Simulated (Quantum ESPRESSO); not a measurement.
Consider AlRh (Pm-3m).

```cif
data_structure
_symmetry_space_group_name_H-M 'P 1'
_symmetry_Int_Tables_number 1
_cell_length_a 2.9773
_cell_length_b 2.9773
_cell_length_c 2.9773
_cell_angle_alpha 90.000
_cell_angle_beta 90.000
_cell_angle_gamma 90.000
_cell_volume 26.39
loop_
_atom_site_label
_atom_site_type_symbol
_atom_site_fract_x
_atom_site_fract_y
_atom_site_fract_z
_atom_site_occupancy
Rh1 Rh 0.50000 0.50000 0.50000 1
Al2 Al 0.00000 0.00000 0.00000 1
```

Absorber: atom 2, with 8 Rh at 2.58 Å and 6 Al at 2.98 Å (cube and octahedron, as in bcc, site symmetry m-3m). Method: Quantum ESPRESSO XSpectra, PBEsol, excited-electron core hole (neutral cell), 16-atom cell with 6.0 Å between holes, 5×5×5 k points, dipole transitions, Lorentzian half width 0.3 eV up to 4 eV, rising linearly to 2.5 eV at 25 eV.

What does the Al L₃ edge look like?

Main maxima up to 24 eV above the zero (height): 0.3 eV (3.38) and 4.0 eV (1.96). At an L edge the dipole rule allows s and d final states: the first features are the absorber's empty s states, and d weight takes over some eV higher. The total-energy difference is 73.79 eV. Two terms are added: -0.76 eV, since the hole is spin-paired here and a spin-polarised one costs that much less in the free atom (computed apart); −0.15 eV, a third of the tabulated L₂–L₃ splitting, since the scalar-relativistic hole is their mean. The photon energy is then 72.89 eV. The tabulated edge of the element is 72.5 eV. The functional leaves an error of a few eV in such absolute values.

The Al L₃ spectrum (energy from the energy zero of the input (xe0, at the border of filled and empty states); intensity scaled to a mean of 1 over the first 20 eV; the points at xe0, where the cut of filled states can leave a spike, are interpolated):

```tsv
E (eV)	intensity
-2.0	0.11
-1.5	0.16
-1.0	0.28
-0.5	0.66
0.0	2.42
0.5	3.04
1.0	2.14
1.5	1.42
2.0	1.14
2.5	0.96
3.0	1.03
3.5	1.52
4.0	1.96
4.5	1.72
5.0	1.56
5.5	1.38
6.0	1.38
6.5	1.37
7.0	1.27
7.5	1.10
8.0	1.00
8.5	0.92
9.0	0.84
9.5	0.77
10.0	0.73
10.5	0.69
11.0	0.66
11.5	0.65
12.0	0.63
12.5	0.61
13.0	0.59
13.5	0.57
14.0	0.56
14.5	0.55
15.0	0.55
15.5	0.55
16.0	0.55
16.5	0.55
17.0	0.54
17.5	0.53
18.0	0.53
18.5	0.52
19.0	0.51
19.5	0.49
20.0	0.47
20.5	0.45
21.0	0.43
21.5	0.42
22.0	0.40
22.5	0.39
23.0	0.38
23.5	0.37
24.0	0.36
24.5	0.35
25.0	0.35
25.5	0.35
26.0	0.35
26.5	0.35
27.0	0.36
27.5	0.36
28.0	0.36
28.5	0.36
29.0	0.36
29.5	0.35
30.0	0.35
30.5	0.34
31.0	0.34
31.5	0.34
32.0	0.33
```

Only the L₃ part is meant: spin–orbit coupling of the core level isn't computed and the L₂ copy isn't added. The holes are only 6.0 Å apart, so the shape is probably not converged with cell size; no larger cell was run here. The structure is a computed Materials Project entry and may be a hypothetical form.

[Banner, clock and machine lines of the logs are left out without a mark of their own.]

[Logs are printed without paths, hosts, clocks, repeated set-up lines and the standing remarks that a program may print on its own settings, such as how far it seeks lower states.]

[Hosts, paths, dates, database ids (printed as entryN), source tags and the programs' standing remarks are cut or masked in the printed files.]

[Lists of maxima count a maximum above −3 eV only where it reaches 4 % of the highest in the window and stands out from its surroundings by 2 % of it (1.5 % where it reaches 55 %); shoulders and weaker maxima are passed over, and of the rest the first, up to two pre-edge ones and the few strongest are named.]
